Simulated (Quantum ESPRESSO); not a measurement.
# MnCO3 (Rhodochrosite): parallel and opposed starts, part 2 of 3

Aim: find out which collinear order of MnCO3 (Rhodochrosite) costs least.

Quantum ESPRESSO 7.5; PBEsol with U = 4 eV on Mn d (ortho-atomic projectors); plane waves with GBRV 1.5 PBEsol potentials, no spin-orbit coupling.

So far: The starting structure; Run 1 (ferro ++).

## 3. Start 2: antiferro +−

Input file pw.in:

```
&CONTROL
  calculation = 'scf'
  prefix = 'pwscf'
  outdir = './tmp'
  pseudo_dir = './pseudo'
  disk_io = 'nowf'
/
&SYSTEM
  ibrav = 0
  nat = 10
  ntyp = 4
  ecutwfc = 40
  ecutrho = 280
  nbnd = 50
  occupations = 'smearing'
  smearing = 'fd'
  degauss = 0.00367493
  nspin = 2
  starting_magnetization(1) = 0.3
  starting_magnetization(2) = -0.3
  starting_magnetization(3) = 0
  starting_magnetization(4) = 0
/
&ELECTRONS
  conv_thr = 2d-08
  electron_maxstep = 150
  mixing_beta = 0.3
/
ATOMIC_SPECIES
Mn1    54.9380 mn_pbesol_v1.5.uspp.F.UPF
Mn2    54.9380 mn_pbesol_v1.5.uspp.F.UPF
C      12.0110 c_pbesol_v1.2.uspp.F.UPF
O      15.9990 o_pbesol_v1.2.uspp.F.UPF
CELL_PARAMETERS angstrom
   2.3865000000    1.3778464174    5.2140000000
  -2.3865000000    1.3778464174    5.2140000000
   0.0000000000   -2.7556928348    5.2140000000
ATOMIC_POSITIONS crystal
Mn1     0.0000000000    0.0000000000    0.0000000000
Mn2     0.5000000000    0.5000000000    0.5000000000
C       0.2500000000    0.2500000000    0.2500000000
C       0.7500000000    0.7500000000    0.7500000000
O       0.5195000000    0.9805000000    0.2500000000
O       0.2500000000    0.5195000000    0.9805000000
O       0.9805000000    0.2500000000    0.5195000000
O       0.4805000000    0.0195000000    0.7500000000
O       0.7500000000    0.4805000000    0.0195000000
O       0.0195000000    0.7500000000    0.4805000000
K_POINTS automatic
6 6 6 0 0 0
HUBBARD {ortho-atomic}
U Mn1-3d 4.0000
U Mn2-3d 4.0000
```

On the command line:

```
> OMP_NUM_THREADS=1 mpirun -n 4 pw.x -nk 4 -in pw.in > pw.out
```

What it wrote:

```text
[banner, memory and clock lines left out]
Program PWSCF v.7.5 starts

     Message from routine setup:
     using ibrav=0 with symmetry is DISCOURAGED, use correct ibrav instead

     bravais-lattice index     =            0
     lattice parameter (alat)  =      11.1445  a.u.
     unit-cell volume          =     694.1944 (a.u.)^3
     number of atoms/cell      =           10
     number of atomic types    =            4
     number of electrons       =        74.00
     number of Kohn-Sham states=           50
     kinetic-energy cutoff     =      40.0000  Ry
     charge density cutoff     =     280.0000  Ry
     scf convergence threshold =      2.0E-08
     mixing beta               =       0.3000
     number of iterations used =            8  plain     mixing
     Exchange-correlation= SLA  PW   PSX  PSC
                           (   1   4  10   8   0   0   0)
     Hubbard projectors: ortho-atomic
     Hubbard parameters of DFT+U (Dudarev formulation) in eV:
     U(Mn1-3d) =  4.0000
     U(Mn2-3d) =  4.0000

     Internal variables: lda_plus_u =T, lda_plus_u_kind = 0

     Internal variables: orbital_resolved =F, hub_pot_fix =F, apply_U = F

     celldm(1)=  11.144521  celldm(2)=   0.000000  celldm(3)=   0.000000
     celldm(4)=   0.000000  celldm(5)=   0.000000  celldm(6)=   0.000000

     crystal axes: (cart. coord. in units of alat)
               a(1) = (   0.404668   0.233635   0.884114 )
               a(2) = (  -0.404668   0.233635   0.884114 )
               a(3) = (   0.000000  -0.467270   0.884114 )

     reciprocal axes: (cart. coord. in units 2 pi/alat)
               b(1) = (  1.235581  0.713363  0.377025 )
               b(2) = ( -1.235581  0.713363  0.377025 )
               b(3) = (  0.000000 -1.426726  0.377025 )

     PseudoPot. # 1 for Mn read from file:
     mn_pbesol_v1.5.uspp.F.UPF
     Pseudo is Ultrasoft + core correction, Zval = 15.0

     PseudoPot. # 2 for Mn read from file:
     mn_pbesol_v1.5.uspp.F.UPF
     Pseudo is Ultrasoft + core correction, Zval = 15.0

     PseudoPot. # 3 for C  read from file:
     c_pbesol_v1.2.uspp.F.UPF
     Pseudo is Ultrasoft + core correction, Zval =  4.0

     PseudoPot. # 4 for O  read from file:
     o_pbesol_v1.2.uspp.F.UPF
     Pseudo is Ultrasoft + core correction, Zval =  6.0

     atomic species   valence    mass     pseudopotential
     Mn1              15.00    54.93800     Mn( 1.00)
     Mn2              15.00    54.93800     Mn( 1.00)
     C                 4.00    12.01100     C ( 1.00)
     O                 6.00    15.99900     O ( 1.00)

     Starting magnetic structure
     atomic species   magnetization
     Mn1             0.300
     Mn2            -0.300
     C               0.000
     O               0.000

      6 Sym. Ops., with inversion, found

   Cartesian axes

     site n.     atom                  positions (alat units)
         1        Mn1    tau(   1) = (   0.0000000   0.0000000   0.0000000  )
         2        Mn2    tau(   2) = (   0.0000000   0.0000000   1.3261717  )
         3        C      tau(   3) = (   0.0000000   0.0000000   0.6630858  )
         4        C      tau(   4) = (  -0.0000000   0.0000000   1.9892575  )
         5        O      tau(   5) = (  -0.1865520   0.2336352   1.5472003  )
         6        O      tau(   6) = (  -0.1090580  -0.2783763   1.5472003  )
         7        O      tau(   7) = (   0.2956100   0.0447411   1.5472003  )
         8        O      tau(   8) = (   0.1865520  -0.2336352   1.1051431  )
         9        O      tau(   9) = (   0.1090580   0.2783763   1.1051431  )
        10        O      tau(  10) = (  -0.2956100  -0.0447411   1.1051431  )

     number of k points=    40  Fermi-Dirac smearing, width (Ry)=  0.0037
                       cart. coord. in units 2pi/alat
        k(    1) = (   0.0000000   0.0000000   0.0000000), wk =   0.0046296
        k(    2) = (   0.0000000  -0.2377876   0.0628375), wk =   0.0277778
        k(    3) = (   0.0000000  -0.4755752   0.1256750), wk =   0.0277778
        k(    4) = (   0.0000000   0.7133628  -0.1885125), wk =   0.0138889
        k(    5) = (  -0.2059301  -0.1188938   0.1256750), wk =   0.0277778
        [... 35 further k-points ...]

     Dense  grid:    54851 G-vectors     FFT dimensions: (  60,  60,  60)

     Smooth grid:    23739 G-vectors     FFT dimensions: (  45,  45,  45)

     Check: negative core charge=   -0.000031
     Generating pointlists ...
     new r_m :   0.1534 (alat units)  1.7092 (a.u.) for type    1
     new r_m :   0.1534 (alat units)  1.7092 (a.u.) for type    2
     new r_m :   0.0900 (alat units)  1.0027 (a.u.) for type    3
     new r_m :   0.0900 (alat units)  1.0027 (a.u.) for type    4

     Initial potential from superposition of free atoms

     starting charge      72.9998, renormalised to      74.0000

     STARTING HUBBARD OCCUPATIONS:

     =================== HUBBARD OCCUPATIONS ===================
     ------------------------ ATOM    1 ------------------------
     Tr[ns(  1)] (up, down, total) =   5.00000  0.00000  5.00000
     Atomic magnetic moment for atom   1 =   5.00000
     [... lines left out ...]
     ------------------------ ATOM    2 ------------------------
     Tr[ns(  2)] (up, down, total) =   0.00000  5.00000  5.00000
     Atomic magnetic moment for atom   2 =  -5.00000
     [... lines left out ...]
     Number of occupied Hubbard levels =   10.0000

     Atomic wfc used for Hubbard projectors are orthogonalized

     Starting wfcs are   58 randomized atomic wfcs

     Self-consistent Calculation

     iteration #  1     ecut=    40.00 Ry     beta= 0.30
     Davidson diagonalization with overlap
     ethr =  1.00E-02,  avg # of iterations =  3.1

     =================== HUBBARD OCCUPATIONS ===================
     ------------------------ ATOM    1 ------------------------
     Tr[ns(  1)] (up, down, total) =   4.95749  0.13231  5.08979
     Atomic magnetic moment for atom   1 =   4.82518
     [... lines left out ...]
     ------------------------ ATOM    2 ------------------------
     Tr[ns(  2)] (up, down, total) =   0.13231  4.95749  5.08980
     Atomic magnetic moment for atom   2 =  -4.82518
     [... lines left out ...]
     Number of occupied Hubbard levels =   10.1796

     total energy              =    -638.39836229 Ry
     estimated scf accuracy    <       1.20831250 Ry

     total magnetization       =     0.00 Bohr mag/cell
     absolute magnetization    =     9.75 Bohr mag/cell

     iteration #  2     ecut=    40.00 Ry     beta= 0.30
     Davidson diagonalization with overlap
     ethr =  1.63E-03,  avg # of iterations =  2.0

     total energy              =    -638.55958437 Ry
     estimated scf accuracy    <       0.10406831 Ry

     total magnetization       =     0.00 Bohr mag/cell
     absolute magnetization    =     9.71 Bohr mag/cell

     [... further iterations left out ...]

     iteration # 10     ecut=    40.00 Ry     beta= 0.30
     Davidson diagonalization with overlap
     ethr =  1.26E-09,  avg # of iterations =  2.0

     negative rho (up, down):  4.034E-04 4.034E-04

     total energy              =    -638.57685856 Ry
     estimated scf accuracy    <       0.00000015 Ry

     total magnetization       =     0.00 Bohr mag/cell
     absolute magnetization    =     9.74 Bohr mag/cell

     iteration # 11     ecut=    40.00 Ry     beta= 0.30
     Davidson diagonalization with overlap
     ethr =  2.00E-10,  avg # of iterations =  2.0

     negative rho (up, down):  4.033E-04 4.033E-04

     Magnetic moment per site  (integrated on atomic sphere of radius R)
     atom   1 (R=0.153)  charge= 12.4847  magn=  4.2754
     atom   2 (R=0.153)  charge= 12.4847  magn= -4.2754
     atom   3 (R=0.090)  charge=  1.3002  magn= -0.0000
     atom   4 (R=0.090)  charge=  1.3002  magn= -0.0000
     atom   5 (R=0.090)  charge=  3.3024  magn=  0.0000
     atom   6 (R=0.090)  charge=  3.3024  magn=  0.0000
     atom   7 (R=0.090)  charge=  3.3024  magn=  0.0000
     atom   8 (R=0.090)  charge=  3.3024  magn=  0.0000
     atom   9 (R=0.090)  charge=  3.3024  magn=  0.0000
     atom  10 (R=0.090)  charge=  3.3024  magn=  0.0000

     End of self-consistent calculation

     =================== HUBBARD OCCUPATIONS ===================
     ------------------------ ATOM    1 ------------------------
     Tr[ns(  1)] (up, down, total) =   4.97609  0.21350  5.18959
     Atomic magnetic moment for atom   1 =   4.76259
     [... lines left out ...]
     ------------------------ ATOM    2 ------------------------
     Tr[ns(  2)] (up, down, total) =   0.21350  4.97609  5.18959
     Atomic magnetic moment for atom   2 =  -4.76259
     [... lines left out ...]
     Number of occupied Hubbard levels =   10.3792

     [... lines left out ...]
     the Fermi energy is     8.9249 ev

!    total energy              =    -638.57685871 Ry
     estimated scf accuracy    <       0.00000002 Ry
     smearing contrib. (-TS)   =       0.00000000 Ry
     internal energy E=F+TS    =    -638.57685871 Ry

     The total energy is F=E-TS. E is the sum of the following terms:
     one-electron contribution =    -328.45383013 Ry
     hartree contribution      =     199.18588215 Ry
     xc contribution           =    -103.67018261 Ry
     ewald contribution        =    -405.70434535 Ry
     Hubbard energy            =       0.06561723 Ry

     total magnetization       =    -0.00 Bohr mag/cell
     absolute magnetization    =     9.74 Bohr mag/cell

     convergence has been achieved in  11 iterations
```

It took 80 s on 4 MPI ranks of Arm Neoverse V2, shared host; peak memory 0.72 GiB.

Spin moment in the atom's sphere by atom:

```csv
atom,spin moment in the atom's sphere (μB)
Mn1,4.28
Mn2,-4.28
C3,0.00
C4,0.00
O5,0.00
O6,0.00
O7,0.00
O8,0.00
O9,0.00
O10,0.00
```

Read from the output:

- smearing term TS: 0 eV
- magnetization: 0 μB
- absolute magnetization: 9.74 μB
- final state: antiferromagnetic

Spin density in the ac plane of the conventional cell at fractional y = 0.000, with atoms of Mn and C and O within 0.2 Å of it.

Ten even steps from '0' (-5.1 e/Å³) to '9' (5.1 e/Å³), each cell a mean:
```
86555555555557
55555445555555
55555555555555
55555444445555
55554444455555
55555555555555
45555555555554
55555555555555
55555555555555
44555555555544
44445555554444
02444555544430
13444555554442
44445555555444
44555555555554
55555555555555
55555555555555
45555555555554
55555554455555
55555444445555
55554444555555
55555555455555
55555555445555
97555555555569
```
Columns run along a (4.8 Å), rows up along c (15.6 Å), edges of the conventional cell, whose origin can differ from the input's. Atoms in or near the plane, at fractional coordinates: Mn at (0.00, 0.00), Mn at (0.00, 0.50), C at (0.00, 0.25), C at (0.00, 0.75), O at (0.27, 0.25), O at (0.73, 0.75).

Valence density in the ac plane of the conventional cell at fractional y = 0.000, with atoms of Mn and C and O within 0.2 Å of it. It is the smooth field of the valence electrons, not physical close to the nuclei.

Ten steps, logarithmic in the rise over the least value, from '_' (0 e/Å³) to '@' (13 e/Å³), each cell a mean:
```
@@%%==::----::..______::**@@
::::::==####**--..____....::
____..==**##++--..__________
______..::::::..____________
::::..________..::------::::
++++--::______::==##%%##**++
====--..______..==**##**++++
....____________..::::::....
______..------..____________
____::==####**--..__________
==--::==**##++--..____..::==
@@%%==::::::....____..::##@@
@@%%==..____..::----::--**@@
::::..____..::++####**--::::
__________..::==****++::..__
____________....::::..______
::::------::..________....::
++++**%%%%**--..____..::==++
==++**####++::______..::====
....::::::....__________....
____________..::----::..____
__________..::++####++--..__
==--..______::==****++--::==
@@%%==..______..::::::--##@@
```
Columns run along a (4.8 Å), rows up along c (15.6 Å), edges of the conventional cell, whose origin can differ from the input's. Atoms in or near the plane, at fractional coordinates: Mn at (0.00, 0.00), Mn at (0.00, 0.50), C at (0.00, 0.25), C at (0.00, 0.75), O at (0.27, 0.25), O at (0.73, 0.75).

## 4. Ranking

An order is kept where moments of 0.15 μB or more survive with the typed signs; meshes match where a doubled cell samples the same k points as the first cell.

Orders:

```csv
start,final state,typed order kept,energy over the lowest (meV a seeded atom),largest site moment (μB),net moment (μB a cell of the first run),mesh matched,CPU time (s)
ferro ++,ferromagnetic,yes,12.04,4.283,10,yes,271.8
antiferro +-,antiferromagnetic,yes,0,4.275,0,yes,317.9
```

## 5. The lowest state again, with its states saved

Edit pw.in of step 3 so:

```diff
@@ -5,3 +5,3 @@
   pseudo_dir = './pseudo'
-  disk_io = 'nowf'
+  disk_io = 'low'
 /
@@ -9,2 +9,3 @@
   ibrav = 0
+  celldm(1) = 8
   nat = 10
@@ -13,3 +14,3 @@
   ecutrho = 280
-  nbnd = 50
+  nbnd = 54
   occupations = 'smearing'
@@ -33,6 +34,6 @@
 O      15.9990 o_pbesol_v1.2.uspp.F.UPF
-CELL_PARAMETERS angstrom
-   2.3865000000    1.3778464174    5.2140000000
-  -2.3865000000    1.3778464174    5.2140000000
-   0.0000000000   -2.7556928348    5.2140000000
+CELL_PARAMETERS alat
+   0.5637289245524    0.3254690463354    1.2316290017248
+  -0.5637289245524    0.3254690463354    1.2316290017248
+   0.0000000000000   -0.6509380926707    1.2316290017248
 ATOMIC_POSITIONS crystal
```

What it wrote:

```text
     [... lines left out ...]
Program PWSCF v.7.5 starts
     [... lines left out ...]
     number of atoms/cell      =           10
     [... lines left out ...]
     number of electrons       =        74.00
     number of Kohn-Sham states=           54
     kinetic-energy cutoff     =      40.0000  Ry
     charge density cutoff     =     280.0000  Ry
     scf convergence threshold =      2.0E-08
     [... lines left out ...]
      6 Sym. Ops., with inversion, found
     [... lines left out ...]
     number of k points=    40  Fermi-Dirac smearing, width (Ry)=  0.0037
     [... lines left out ...]
     iteration # 10     ecut=    40.00 Ry     beta= 0.30
     [... lines left out ...]
     Magnetic moment per site  (integrated on atomic sphere of radius R)
     atom   1 (R=0.214)  charge= 12.4847  magn=  4.2754
     atom   2 (R=0.214)  charge= 12.4847  magn= -4.2754
     atom   3 (R=0.125)  charge=  1.3002  magn=  0.0000
     atom   4 (R=0.125)  charge=  1.3002  magn=  0.0000
     atom   5 (R=0.125)  charge=  3.3024  magn=  0.0000
     atom   6 (R=0.125)  charge=  3.3024  magn=  0.0000
     atom   7 (R=0.125)  charge=  3.3024  magn=  0.0000
     atom   8 (R=0.125)  charge=  3.3024  magn=  0.0000
     atom   9 (R=0.125)  charge=  3.3024  magn=  0.0000
     atom  10 (R=0.125)  charge=  3.3024  magn=  0.0000
     [... lines left out ...]
     Tr[ns(  1)] (up, down, total) =   4.97609  0.21350  5.18960
     [... lines left out ...]
     Tr[ns(  2)] (up, down, total) =   0.21350  4.97609  5.18960
     [... lines left out ...]
     the Fermi energy is     9.6883 ev
!    total energy              =    -638.57685871 Ry
     estimated scf accuracy    <       0.00000002 Ry
     smearing contrib. (-TS)   =      -0.00000000 Ry
     [... lines left out ...]
     total magnetization       =     0.00 Bohr mag/cell
     absolute magnetization    =     9.74 Bohr mag/cell
     convergence has been achieved in  10 iterations
```

The job ended after 79 s (4 MPI ranks; peak memory 0.84 GiB).

Read from the output:

- smearing term TS: 1.73e-13 eV
- magnetization: 0 μB
- absolute magnetization: 9.74 μB
- final state: antiferromagnetic
- largest moment: 4.275 μB

(Part 2 of 3 ends here.)

[Logs and program files are shortened in this print: banners, set-up blocks, solver, clock and traceback lines can be left out without a mark of their own.]

[Logs are printed without paths, hosts, clocks, repeated set-up lines and the standing remarks that a program may print on its own settings, such as how far it seeks lower states.]

[Hosts, paths, dates, database ids (printed as entryN), source tags and the programs' standing remarks are cut or masked in the printed files.]

[Where a cell is said to come from a database of computed structures, the database is the Materials Project.]
